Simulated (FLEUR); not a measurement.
# Magnetic state of CeAl from several starts

Aim: find out whether CeAl carries moments, and which collinear order costs least.

Main program and level: FLEUR MaX-R8.1; PBEsol with U = 4.3 eV, J = 0.7 eV on Ce f; all-electron FLAPW, Dirac cores, scalar-relativistic bands.

## Step 1: Starting point

Symmetry: Pm-3m, No. 221, cubic system. Conventional cell: a = 3.673 Å, b = 3.673 Å, c = 3.673 Å, α = 90.00°, β = 90.00°, γ = 90.00°. Nearest to Ce lie 8 Al at 3.18 Å. Nearest to Al lie 8 Ce at 3.18 Å. Farther neighbours are not listed.

Structure file:

```cif
data_structure
_symmetry_space_group_name_H-M 'Pm-3m'
_symmetry_Int_Tables_number 221
_cell_length_a 3.6734
_cell_length_b 3.6734
_cell_length_c 3.6734
_cell_angle_alpha 90.000
_cell_angle_beta 90.000
_cell_angle_gamma 90.000
_cell_volume 49.57
loop_
_atom_site_label
_atom_site_type_symbol
_atom_site_symmetry_multiplicity
_atom_site_Wyckoff_symbol
_atom_site_fract_x
_atom_site_fract_y
_atom_site_fract_z
_atom_site_occupancy
Ce1 Ce 1 b 0.50000 0.50000 0.50000 1
Al1 Al 1 a 0.00000 0.00000 0.00000 1
```

The cell comes from a database of computed structures and need not be the stable phase.

## Step 2: Run 1 (ferro +)

The parallel start comes first: it shows whether parallel moments hold. A Hubbard U acts on the open shell, since semilocal functionals spread its electrons too much.

The file n_mmp_mat seeds the f occupations with whole cubic orbitals by Hund's first rule, so that the U acts from the first pass. inpgen writes inp.xml from crystal.txt; cutoffs, mixing, functional, smearing and local orbitals are then set in the file. The k list default-1 (kpts.xml, not shown) is a Γ-centred 6×6×6 mesh; where the ranks do not divide the number of points, some are split in two of half the weight.

Input file inp.xml:

```
<?xml version="1.0" encoding="UTF-8" standalone="no"?>
<fleurInput fleurInputVersion="0.39">
   <comment>
      CeAl
   </comment>
   <calculationSetup>
      <cutoffs Kmax="3.6" Gmax="10.8" GmaxXC="10.8" numbands="0"/>
      <scfLoop itmax="130" minDistance="0.0001" maxIterBroyd="15" imix="Anderson" alpha="0.05" precondParam="0.0" spinf="2.0" sdNocoIR="T"/>
      <coreElectrons ctail="T" frcor="F" kcrel="0" coretail_lmax="0"/>
      <xcFunctional name="PBEs" relativisticCorrections="F"/>
      <magnetism jspins="2"/>
      <soc l_soc="F" theta="0.0" phi="0.0" spav="F"/>
      <expertModes spex="0" secvar="F"/>
      <geometryOptimization l_f="F" forcealpha="1.0" forcemix="BFGS" epsdisp="0.00001" epsforce="0.00001"/>
      <ldaU l_linMix="F" mixParam="0.05" spinf="1.0"/>
   </calculationSetup>
   <cell>
      <bzIntegration valenceElectrons="15.0" mode="hist" fermiSmearingEnergy="0.00110248">
         <kPointListSelection listName="default-1"/>
         <xi:include xmlns:xi="http://www.w3.org/2001/XInclude" href="kpts.xml"> </xi:include>
      </bzIntegration>
      <xi:include xmlns:xi="http://www.w3.org/2001/XInclude" href="sym.xml"> </xi:include>
      <bulkLattice scale="1.0">
         <bravaisMatrix>
            <row-1>    6.9416424673345309     0.0000000000000000     0.0000000000000000</row-1>
            <row-2>    0.0000000000000000     6.9416424673345309     0.0000000000000000</row-2>
            <row-3>    0.0000000000000000     0.0000000000000000     6.9416424673345309</row-3>
         </bravaisMatrix>
      </bulkLattice>
   </cell>
   <atomSpecies>
      <species name="Cerium (Ce1.001" element="Ce" atomicNumber="58">
         <mtSphere radius="2.8" gridPoints="925" logIncrement="0.014"/>
         <atomicCutoffs lmax="10" lnonsphr="8"/>
         <electronConfig flipSpins="F">
            <coreConfig>(1s1/2) (2s1/2) (2p1/2) (2p3/2) (3s1/2) (3p1/2) (3p3/2) (4s1/2) (3d3/2) (3d5/2) (4p1/2) (4p3/2) (4d3/2) (4d5/2)</coreConfig>
            <valenceConfig>(5s1/2) (5p1/2) (5p3/2) (6s1/2) (5d3/2) (5d5/2) (4f5/2) (4f7/2)</valenceConfig>
            <stateOccupation state="(5d3/2)" spinUp="0.2" spinDown="0.2"/>
            <stateOccupation state="(5d5/2)" spinUp="0.3005" spinDown="0.2995"/>
            <stateOccupation state="(4f5/2)" spinUp="0.4285714285714" spinDown="0.0"/>
            <stateOccupation state="(4f7/2)" spinUp="0.5714285714286" spinDown="0.0"/>
         </electronConfig>
         <energyParameters s="6" p="6" d="5" f="4"/>
         <ldaU l="3" U="4.3" J="0.7" l_amf="F"/>
         <lo type="SCLO" l="0" n="5" eDeriv="0"/>
         <lo type="SCLO" l="1" n="5" eDeriv="0"/>
      </species>
      <species name="Aluminum (Al)" element="Al" atomicNumber="13">
         <mtSphere radius="2.8" gridPoints="925" logIncrement="0.013"/>
         <atomicCutoffs lmax="10" lnonsphr="8"/>
         <electronConfig flipSpins="F">
            <coreConfig>(1s1/2) (2s1/2) (2p1/2) (2p3/2)</coreConfig>
            <valenceConfig>(3s1/2) (3p1/2) (3p3/2)</valenceConfig>
            <stateOccupation state="(3p1/2)" spinUp="0.166667" spinDown="0.166667"/>
            <stateOccupation state="(3p3/2)" spinUp="0.333333" spinDown="0.333333"/>
         </electronConfig>
         <energyParameters s="3" p="3" d="3" f="4"/>
      </species>
   </atomSpecies>
   <atomGroups>
      <atomGroup species="Cerium (Ce1.001">
         <relPos label="                   1">1.000/2.000 1.000/2.000 1.000/2.000</relPos>
         <force calculate="T" relaxXYZ="TTT"/>
      </atomGroup>
      <atomGroup species="Aluminum (Al)">
         <relPos label="                   2">.0000000000 .0000000000 .0000000000</relPos>
         <force calculate="T" relaxXYZ="TTT"/>
      </atomGroup>
   </atomGroups>
   <output dos="F" band="F" slice="F">
      <bandDOS minEnergy="-.5*Htr" maxEnergy="0.5*Htr" sigma="0.015" storeEVData="T"/>
      <plotting iplot="0" polar="F">
         <plot TwoD="T" vec1="  1.0  0.0  0.0" vec2="  0.0  1.0  0.0" vec3="  0.0  0.0  1.0" zero="  0.0  0.0  0.0" file="plot"/>
      </plotting>
      <moessbauerParams electricFieldGradient="F" isomerShift="F" coreHyperfine="F" valenceHyperfine="F"/>
   </output>
</fleurInput>
```

Input file crystal.txt:

```
CeAl
&input film=F cartesian=F /
3.67335900000  0.00000000000  0.00000000000
0.00000000000  3.67335900000  0.00000000000
0.00000000000  0.00000000000  3.67335900000
1.8897261246
1.0 1.0 1.0

2
58 0.50000000000  0.50000000000  0.50000000000 : 1.001
13 0.00000000000  0.00000000000  0.00000000000

&kpt div1=6 div2=6 div3=6 gamma=T /
```

Run with:

```console
$ OMP_NUM_THREADS=1 inpgen -f crystal.txt > inpgen.log  # inp.xml is then edited as shown
$ OMP_NUM_THREADS=1 mpirun -n 4 fleur_MPI > fleur.log
```

Log:

```text
Welcome to FLEUR        (www.flapw.de)
      MaX-Release 8.1          (www.max-centre.eu)

 ========== k-point set info ==========
 Selected k-point list: default-1
 k-point list type: mesh
 6 x 6 x 6
 Number of k points: 20

 ------------Calculation Setup---------------------------
 Number of MPI-tasks      :            4
 Number of PE/node        :            4
 Number of OMP-threads    :            1
 k-points in parallel     :            4
 pe's per k-point         :            1
 No of k-point loops      :            5
 Eigenvalue solver        :       lapack
 Number of basis functions:          292
 Approximate size of matrices (H+S) per k-point:         0.001 GB
 --------------------------------------------------------
 Iteration:     1   Distance:      16.74667561 me/bohr^3
 Iteration:     2   Distance:      15.95328670 me/bohr^3
 Iteration:     3   Distance:       2.74946450 me/bohr^3
 Iteration:     4   Distance:       1.46055010 me/bohr^3
 Iteration:     5   Distance:       0.33816962 me/bohr^3
 Iteration:     6   Distance:       0.17124553 me/bohr^3
 Iteration:     7   Distance:       0.09976339 me/bohr^3
 Iteration:     8   Distance:       0.02757283 me/bohr^3
 Iteration:     9   Distance:       0.02457823 me/bohr^3
 Iteration:    10   Distance:       0.00466084 me/bohr^3
 Iteration:    11   Distance:       0.00354258 me/bohr^3
 Iteration:    12   Distance:       0.00117754 me/bohr^3
 Iteration:    13   Distance:       0.00027440 me/bohr^3
 Iteration:    14   Distance:       0.00026440 me/bohr^3
 Iteration:    15   Distance:       0.00004945 me/bohr^3

 ********************************************************************
 Run finished successfully
 Stop message:
   all done
 ********************************************************************

--- out.xml (last complete iteration) ---
<iteration numberForCurrentRun="   15" overallNumber="   15">
         [... left out ...]
         <bandgap value="0.1146314934" units="eV"/>
         <sumValenceSingleParticleEnergies value="-1.8127088654" units="Htr"/>
         <FermiEnergy value="0.3421367226" units="Htr"/>
         <valenceDensity>
            <mtCharges spin="1">
               <mtCharge atomType="1" total="5.3669917" s="1.0457798" p="2.8593971" d="0.4914713" f="0.9694847"/>
               <mtCharge atomType="2" total="1.1804123" s="0.5371708" p="0.5679567" d="0.0644950" f="0.0078520"/>
            </mtCharges>
            <mtCharges spin="2">
               <mtCharge atomType="1" total="4.4138308" s="1.0441908" p="2.8520247" d="0.4713728" f="0.0455086"/>
               <mtCharge atomType="2" total="1.1569427" s="0.5472381" p="0.5386424" d="0.0616017" f="0.0070358"/>
            </mtCharges>
            <spinDependentCharge spin="1" total="8.0061109" interstitial="1.4587068" mtSpheres="6.5474041"/>
            <spinDependentCharge spin="2" total="6.9938891" interstitial="1.4231156" mtSpheres="5.5707735"/>
            <totalCharge value="15.0000000000"/>
         </valenceDensity>
         [... left out ...]
         <allElectronCharges>
            <spinDependentCharge spin="1" total="36.0061109" interstitial="1.4589880" mtSpheres="34.5471229"/>
            <spinDependentCharge spin="2" total="34.9938891" interstitial="1.4233979" mtSpheres="33.5704912"/>
            <totalCharge value="70.9999999694"/>
         </allElectronCharges>
         <magneticMomentsInMTSpheres units="muBohr">
            <globalMagMoment atomType="1" vec="0.00000   0.00000   0.95316"/>
            <localMagMoment atomType="1" vec="0.00000   0.00000   0.95316"/>
            <globalMagMoment atomType="2" vec="0.00000   0.00000   0.02347"/>
            <localMagMoment atomType="2" vec="0.00000   0.00000   0.02347"/>
         </magneticMomentsInMTSpheres>
         <moessbauerParams unitsHFF="kG" unitsIS="e/bohr^3" unitsEFG="Htr/bohr^2">
         </moessbauerParams>
         <totalEnergy value="    -9104.3720775191" units="Htr">
            <sumOfEigenvalues value="    -5595.8767859957">
               <coreElectrons value="-5594.0640771303"/>
               <valenceElectrons value="-1.8127088654"/>
            </sumOfEigenvalues>
            <densityCoulombPotentialIntegral value="-15050.0516243924"/>
            <densityEffectivePotentialIntegral value="-15345.9574916339"/>
            <chargeDenXCDenIntegral value="-225.0867894342"/>
            <FockExchangeEnergyValence value="0.0000000000"/>
            <FockExchangeEnergyCore value="0.0000000000"/>
            <atomTypeDependentContributions atomType="1">
               <electronNucleiInteractionDifferentMTs value="10780.4204635145"/>
               <MadelungTerm value="-30.6099042947"/>
            </atomTypeDependentContributions>
            <atomTypeDependentContributions atomType="2">
               <electronNucleiInteractionDifferentMTs value="289.4420585096"/>
               <MadelungTerm value="-3.9244165895"/>
            </atomTypeDependentContributions>
            <dftUCorrection value="-0.0566613813"/>
            <tkbTimesEntropy value="0.0000552294"/>
            <freeEnergy value="-9104.3721327485"/>
            <extrapolationTo0K value="-9104.3721051338"/>
         </totalEnergy>
         <ldaUDensityMatrix>
            <densityMatrixFor spin="1" atomType="1" uIndex="1" l="3" U="4.30000000" J="0.70000000">
               (+0.00597,+0.00000) (+0.00000,+0.00000) (+0.00000,+0.00000) (+0.00000,+0.00000) (-0.00414,+0.00000) (+0.00000,+0.00000) (+0.00000,+0.00000)
               (+0.00000,+0.00000) (+0.46929,+0.00000) (+0.00000,+0.00000) (+0.00000,+0.00000) (+0.00000,+0.00000) (-0.45798,+0.00000) (+0.00000,+0.00000)
               (+0.00000,+0.00000) (+0.00000,+0.00000) (+0.00810,+0.00000) (+0.00000,+0.00000) (+0.00000,+0.00000) (+0.00000,+0.00000) (-0.00414,+0.00000)
               (+0.00000,+0.00000) (+0.00000,+0.00000) (+0.00000,+0.00000) (+0.00276,+0.00000) (+0.00000,+0.00000) (+0.00000,+0.00000) (+0.00000,+0.00000)
               (-0.00414,+0.00000) (+0.00000,+0.00000) (+0.00000,+0.00000) (+0.00000,+0.00000) (+0.00810,+0.00000) (+0.00000,+0.00000) (+0.00000,+0.00000)
               (+0.00000,+0.00000) (-0.45798,+0.00000) (+0.00000,+0.00000) (+0.00000,+0.00000) (+0.00000,+0.00000) (+0.46929,+0.00000) (+0.00000,+0.00000)
               (+0.00000,+0.00000) (+0.00000,+0.00000) (-0.00414,+0.00000) (+0.00000,+0.00000) (+0.00000,+0.00000) (+0.00000,+0.00000) (+0.00597,+0.00000)
            </densityMatrixFor>
            <densityMatrixFor spin="2" atomType="1" uIndex="1" l="3" U="4.30000000" J="0.70000000">
               (+0.00584,+0.00000) (+0.00000,+0.00000) (+0.00000,+0.00000) (+0.00000,+0.00000) (-0.00420,+0.00000) (+0.00000,+0.00000) (+0.00000,+0.00000)
               (+0.00000,+0.00000) (+0.00762,+0.00000) (+0.00000,+0.00000) (+0.00000,+0.00000) (+0.00000,+0.00000) (+0.00363,+0.00000) (+0.00000,+0.00000)
               (+0.00000,+0.00000) (+0.00000,+0.00000) (+0.00800,+0.00000) (+0.00000,+0.00000) (+0.00000,+0.00000) (+0.00000,+0.00000) (-0.00420,+0.00000)
               (+0.00000,+0.00000) (+0.00000,+0.00000) (+0.00000,+0.00000) (+0.00258,+0.00000) (+0.00000,+0.00000) (+0.00000,+0.00000) (+0.00000,+0.00000)
               (-0.00420,+0.00000) (+0.00000,+0.00000) (+0.00000,+0.00000) (+0.00000,+0.00000) (+0.00800,+0.00000) (+0.00000,+0.00000) (+0.00000,+0.00000)
               (+0.00000,+0.00000) (+0.00363,+0.00000) (+0.00000,+0.00000) (+0.00000,+0.00000) (+0.00000,+0.00000) (+0.00762,+0.00000) (+0.00000,+0.00000)
               (+0.00000,+0.00000) (+0.00000,+0.00000) (-0.00420,+0.00000) (+0.00000,+0.00000) (+0.00000,+0.00000) (+0.00000,+0.00000) (+0.00584,+0.00000)
            </densityMatrixFor>
         </ldaUDensityMatrix>
         <ldaUDensityMatrixConvergence>
            <distance spin="1" distance="0.000001"/>
            <distance spin="2" distance="0.000000"/>
         </ldaUDensityMatrixConvergence>
         <densityConvergence units="me/bohr^3">
            <chargeDensity spin="1" distance="0.0000275340"/>
            <chargeDensity spin="2" distance="0.0000364435"/>
            <overallChargeDensity distance="0.0000494493"/>
            <spinDensity distance="0.0000415603"/>
         </densityConvergence>
      </iteration>
```

Run time: 11 s. Hardware: 4 MPI ranks of Intel Xeon Platinum 8488C (Sapphire Rapids), shared host; peak memory 0.27 GiB.

Numbers from this step:

```yaml
free_energy: -247742.5866 eV
program_s_band_gap_on_this_mesh_in_a_metal_only_a_level_spacing: 0.1146 eV
magnetization: 1.012 μB
final_state: ferromagnetic
largest_moment: 0.9532 μB
```

After 15 cycles the largest moment stands at 0.953 μB.

(Part 1 of 3 ends here.)

[Logs and program files are shortened in this print: banners, set-up blocks, solver, clock and traceback lines can be left out without a mark of their own.]

[Logs are printed without paths, hosts, clocks, repeated set-up lines and the standing remarks that a program may print on its own settings, such as how far it seeks lower states.]

[Hosts, paths, dates, database ids (printed as entryN), source tags and the programs' standing remarks are cut or masked in the printed files.]

[Where a cell is said to come from a database of computed structures, the database is the Materials Project.]
